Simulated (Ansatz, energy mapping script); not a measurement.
# ScNiO2 in the infinite layer structure: J from the energies of magnetic orders, part 2 of 2

Wanted: the magnetic order of ScNiO2 in the infinite layer structure, its couplings and an estimate of its ordering temperature, by PBEsol+U (5.7 eV).

PBEsol with U = 5.7 eV on Ni d, ortho-atomic projectors; plane waves, U on orthogonalised atomic orbitals unless named otherwise, collinear spin, no spin–orbit coupling.

So far. Step 8 (Parallel start in cell C (8 atoms)): The run ends ferromagnetic. For each magnetic atom its energy differs from the parallel run of the first cell by 0.55 meV, an error that one common reference would have brought in. Step 9 (Compensated +− start in cell C (8 atoms)): The run ends antiferromagnetic, 169.55 meV a magnetic atom above the parallel order of its cell (energies taken at zero occupation width, not the printed F).

## 10. Order 7: parallel, cell D of 8 atoms

This run holds the same structure in another cell (a 4.718 → 2.839 Å, b 4.718 → 5.329 Å, c 4.718 → 5.329 Å, α 106.0 → 90.0°, β 111.2 → 90.0°, γ 111.2 → 90.0°).

input.yaml

```yaml
crystal:
  lattice:
    - [0.0, 0.0, -2.839072002]
    - [3.768207841, 3.768207841, 0.0]
    - [3.768207841, -3.768207841, 0.0]
  atoms:
    - { symbol: Sc, position: [0.5, 0.5, 0.0] }
    - { symbol: Sc, position: [0.5, 0.0, 0.5] }
    - { symbol: Ni, position: [0.0, 0.0, 0.0], spin: 2.0 }
    - { symbol: Ni, position: [0.0, 0.5, 0.5], spin: 2.0 }
    - { symbol: O, position: [0.0, 0.25, 0.25] }
    - { symbol: O, position: [0.0, 0.75, 0.75] }
    - { symbol: O, position: [0.0, 0.25, 0.75] }
    - { symbol: O, position: [0.0, 0.75, 0.25] }
magnetization:
  spin_polarized: true
kpoints:
  mp_grid: { grid: [13, 7, 7] }
hamiltonian:
  xc: pbesol
  hubbard:
    sites:
      - { species: Ni, l: d, u_eff: 5.7 }
      - { site: 2, l: d, u_eff: 5.7, starting_ns: [{ spin: up, occupation_matrix: ni2_major }, { spin: down, occupation_matrix: ni2_minor }] }
      - { site: 3, l: d, u_eff: 5.7, starting_ns: [{ spin: up, occupation_matrix: ni2_major }, { spin: down, occupation_matrix: ni2_minor }] }
    projectors: ortho-atomic
    occupation_matrices:
      ni2_major:
        matrix:
          - [0.926, 0.0, 0.0, 0.0, 0.0]
          - [0.0, 0.979, 0.0, 0.0, 0.0]
          - [0.0, 0.0, 0.979, 0.0, 0.0]
          - [0.0, 0.0, 0.0, 0.879, 0.0]
          - [0.0, 0.0, 0.0, 0.0, 0.983]
      ni2_minor:
        matrix:
          - [0.9, 0.0, 0.0, 0.0, 0.0]
          - [0.0, 0.973, 0.0, 0.0, 0.0]
          - [0.0, 0.0, 0.973, 0.0, 0.0]
          - [0.0, 0.0, 0.0, 0.186, 0.0]
          - [0.0, 0.0, 0.0, 0.0, 0.979]
scf:
  occupations: { method: fermi_dirac, width: 0.05 }
output:
  eigenvalues: true
```

Launch:

```bash
> ansatz run input.yaml --threads 4 --pin off --max-ram 8192MiB --backend cpu --events-out ev --progress --plain --runs-dir out
```

Run time: 16 s. Hardware: 4 threads of Arm Neoverse V1, shared host; peak memory 0.81 GiB.

The run ends ferromagnetic. For each magnetic atom its energy differs from the parallel run of the first cell by 2.84 meV, an error that one common reference would have brought in.

## 11. Run 8 (compensated +−; cell D, 8 atoms)

This order reverses 0 of the 2 neighbours at 2.84 Å, 4 of the 4 neighbours at 3.77 Å and 8 of the 8 neighbours at 4.72 Å, counted for an average magnetic atom.

Edit input.yaml of step 10 so:

```diff
@@ -9,3 +9,3 @@
     - { symbol: Ni, position: [0.0, 0.0, 0.0], spin: 2.0 }
-    - { symbol: Ni, position: [0.0, 0.5, 0.5], spin: 2.0 }
+    - { symbol: Ni, position: [0.0, 0.5, 0.5], spin: -2.0 }
     - { symbol: O, position: [0.0, 0.25, 0.25] }
@@ -24,3 +24,3 @@
       - { site: 2, l: d, u_eff: 5.7, starting_ns: [{ spin: up, occupation_matrix: ni2_major }, { spin: down, occupation_matrix: ni2_minor }] }
-      - { site: 3, l: d, u_eff: 5.7, starting_ns: [{ spin: up, occupation_matrix: ni2_major }, { spin: down, occupation_matrix: ni2_minor }] }
+      - { site: 3, l: d, u_eff: 5.7, starting_ns: [{ spin: up, occupation_matrix: ni2_minor }, { spin: down, occupation_matrix: ni2_major }] }
     projectors: ortho-atomic
```

Run time: 16 s. Hardware: 4 threads; peak memory 0.79 GiB; 62 s of CPU time.

The run ends antiferromagnetic, 130.75 meV a magnetic atom above the parallel order of its cell (energies taken at zero occupation width, not the printed F).

## 12. From energies to couplings

Each energy difference is a sum of couplings weighted by the pairs that the order reverses. A few near shells are fitted to the differences by least squares. Energies are those extrapolated to zero occupation width, not the free energies F.

The orders side by side; each is measured from the parallel order in the same cell and on the same mesh:

| order | atoms | energy (meV a magnetic atom) | moments (μB) | moments kept as typed | opposed neighbours at 2.84, 3.77, 4.72 Å |
| --- | --- | --- | --- | --- | --- |
| parallel in cell A | 8 | 0.00 | 0.73 | yes | 0, 0, 0 |
| compensated +− in cell A | 8 | -0.10 | 0.74 | yes | 2, 0, 8 |
| parallel in cell B | 8 | 0.00 | 0.73 | yes | 0, 0, 0 |
| compensated +− in cell B | 8 | 95.75 | 0.72 | yes | 0, 2, 4 |
| parallel in cell C | 8 | 0.00 | 0.73 | yes | 0, 0, 0 |
| compensated +− in cell C | 8 | 169.55 | 0.76 | yes | 2, 4, 0 |
| parallel in cell D | 8 | 0.00 | 0.73 | yes | 0, 0, 0 |
| compensated +− in cell D | 8 | 130.75 | 0.99 | yes | 0, 4, 8 |

The Heisenberg fit (each pair counts twice, positive J is ferromagnetic):

| pair | distance (Å) | neighbours | J (meV) |
| --- | --- | --- | --- |
| Ni–Ni | 2.84 | 2 | 3.32 |
| Ni–Ni | 3.77 | 4 | 19.5 |
| Ni–Ni | 4.72 | 8 | -0.836 |

These orders cannot tell some unfitted shells from fitted ones: the value at 3.77 Å holds J(3.77) + 2 J(6.81); other unfitted shells add to the values wholly or in part.

Adding the shell at 5.33 Å gives 4.8, 19, -1.2 and 3.8 meV, an exact solve that tests nothing.

Limits of this fit: moments change by up to 36 % between orders; it misses the energies by up to 24 meV, so no temperature is drawn; the parallel runs differ by 2.9 meV between cells, so mesh or basis is not converged.

## 13. What came out

```json
{
  "lowest order tried": "compensated +− in cell A",
  "largest fitted value (a combination of shells), Ni–Ni at 3.77 Å": "19.5 meV"
}
```

**Reading.** Of the orders tried, ScNiO2 in the infinite layer structure prefers the order “compensated +− in cell A” under PBEsol+U (5.7 eV), with 2 of 2 neighbours at 2.84 Å, 0 of 4 neighbours at 3.77 Å and 8 of 8 neighbours at 4.72 Å opposed. The margin is only 0.10 meV a magnetic atom, within reach of the numerical errors of such runs. The largest fitted value is 20 meV, at 3.77 Å. It is a combination of shells that these orders cannot split, so neither its size nor its sign can be laid on that pair alone. The orders also reverse pairs at 5.33 Å, which are not fitted, so the fitted values hold their part too. No fitted order reverses the pairs at 5.68 Å, so their coupling is unknown and is set to zero in the model. With 4 differences for 3 couplings the fit misses by 24 meV at most, which is not small: farther shells, terms beyond the Heisenberg form or the mesh can cause that. In the fitted orders moments change by up to 36 % against the parallel run of the same cell, so a model of fixed spins is doubtful here. Every order is gapless on its mesh at this level. In a metal exchange reaches farther, and a short model of fixed moments is less apt; where the compound is in fact an insulator, these couplings come from a wrongly metallic state. The fit is in doubt: the parallel runs differ by 2.9 meV between cells, so mesh or basis is not converged. The couplings are then rough, the small ones most of all. The cell was built from a prototype and relaxed; a distortion that needs a larger cell, or another structure that the compound may prefer, is not captured.

27 further runs of the session are left out of this account and of its counts and ranges: runs hit by known faults of a program or its files, repeats, responses too ill-conditioned to give a U, cells squeezed past sense, harmless faults, or fits whose shells could not be counted again from the structure.

[Logs and program files are shortened in this print: banners, set-up blocks, solver, clock and traceback lines can be left out without a mark of their own.]

[Logs are printed without paths, hosts, clocks, repeated set-up lines and the standing remarks that a program may print on its own settings, such as how far it seeks lower states.]

[Hosts, paths, dates, database ids (printed as entryN), source tags and the programs' standing remarks are cut or masked in the printed files.]

[Where a cell is said to come from a database of computed structures, the database is the Materials Project.]
